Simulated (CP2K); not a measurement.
Propiolic acid has these distinct O atoms: O4 (bonded to C and H) and O5 (bonded to C).

```xyz
7

C     1.8594    0.1388    0.5195
C     0.7160    0.0559    0.1274
C    -0.6087   -0.0321   -0.4398
O    -1.5690   -0.1692    0.5259
O    -0.8482    0.0102   -1.6368
H     2.8698    0.2140    0.8649
H    -2.4194   -0.2176    0.0390
```

Their partial O K spectra (CP2K XAS_TDP, all-electron GAPW, PBEh(45%), aug-cc-pVDZ, TDA, GW2X-corrected core level, no relativity) are given in random order, each times the number of alike atoms.

Gaussian full width 0.5 eV, oscillator strength per eV, alike atoms added, rows of zeros left out:

| E (eV) | curve 1 | curve 2 |
| --- | --- | --- |
| 531.00 | 0.000 | 0.001 |
| 531.25 | 0.000 | 0.016 |
| 531.50 | 0.000 | 0.060 |
| 531.75 | 0.000 | 0.057 |
| 532.00 | 0.000 | 0.014 |
| 532.25 | 0.000 | 0.001 |
| 534.75 | 0.001 | 0.000 |
| 535.00 | 0.009 | 0.000 |
| 535.25 | 0.025 | 0.000 |
| 535.50 | 0.018 | 0.000 |
| 535.75 | 0.003 | 0.005 |
| 536.00 | 0.000 | 0.014 |
| 536.25 | 0.001 | 0.012 |
| 536.50 | 0.010 | 0.006 |
| 536.75 | 0.035 | 0.003 |
| 537.00 | 0.029 | 0.001 |
| 537.25 | 0.006 | 0.001 |
| 537.50 | 0.000 | 0.001 |
| 537.75 | 0.000 | 0.004 |
| 538.00 | 0.003 | 0.009 |
| 538.25 | 0.018 | 0.009 |
| 538.50 | 0.025 | 0.006 |
| 538.75 | 0.010 | 0.008 |
| 539.00 | 0.005 | 0.008 |
| 539.25 | 0.006 | 0.010 |
| 539.50 | 0.015 | 0.013 |
| 539.75 | 0.035 | 0.007 |
| 540.00 | 0.037 | 0.005 |
| 540.25 | 0.023 | 0.011 |
| 540.50 | 0.022 | 0.013 |
| 540.75 | 0.013 | 0.010 |
| 541.00 | 0.005 | 0.004 |
| 541.25 | 0.011 | 0.000 |
| 541.50 | 0.018 | 0.000 |
| 541.75 | 0.011 | 0.003 |
| 542.00 | 0.006 | 0.008 |
| 542.25 | 0.010 | 0.011 |
| 542.50 | 0.008 | 0.011 |
| 542.75 | 0.003 | 0.015 |
| 543.00 | 0.001 | 0.014 |
| 543.25 | 0.005 | 0.017 |
| 543.50 | 0.011 | 0.017 |
| 543.75 | 0.010 | 0.011 |
| 544.00 | 0.008 | 0.003 |
| 544.25 | 0.005 | 0.008 |
| 544.50 | 0.003 | 0.020 |
| 544.75 | 0.005 | 0.013 |
| 545.00 | 0.010 | 0.003 |
| 545.25 | 0.008 | 0.000 |
| 545.50 | 0.007 | 0.000 |

**Question.** Which curve belongs to which atom?

Curve 1: O4 (bonded to C and H), leading line at 535.32 eV (f = 0.014 an atom), ionisation energy 540.23 eV, term value 4.91 eV. Curve 2: O5 (bonded to C), leading line at 531.61 eV (f = 0.037 an atom), ionisation energy 538.23 eV, term value 6.62 eV. The leading line of an atom is its first one with 35 % of the strongest within 2.5 eV of its lowest line over the strength cut. A line lies at the core ionisation energy, which rises as an atom loses charge to its neighbours or to a π system, less the term value, which is large for a low π* or σ* orbital with weight on that atom.

[Banner, clock and machine lines of the logs are left out without a mark of their own.]

[Logs are printed without paths, hosts, clocks, repeated set-up lines and the standing remarks that a program may print on its own settings, such as how far it seeks lower states.]

[Hosts, paths, dates, database ids (printed as entryN), source tags and the programs' standing remarks are cut or masked in the printed files.]
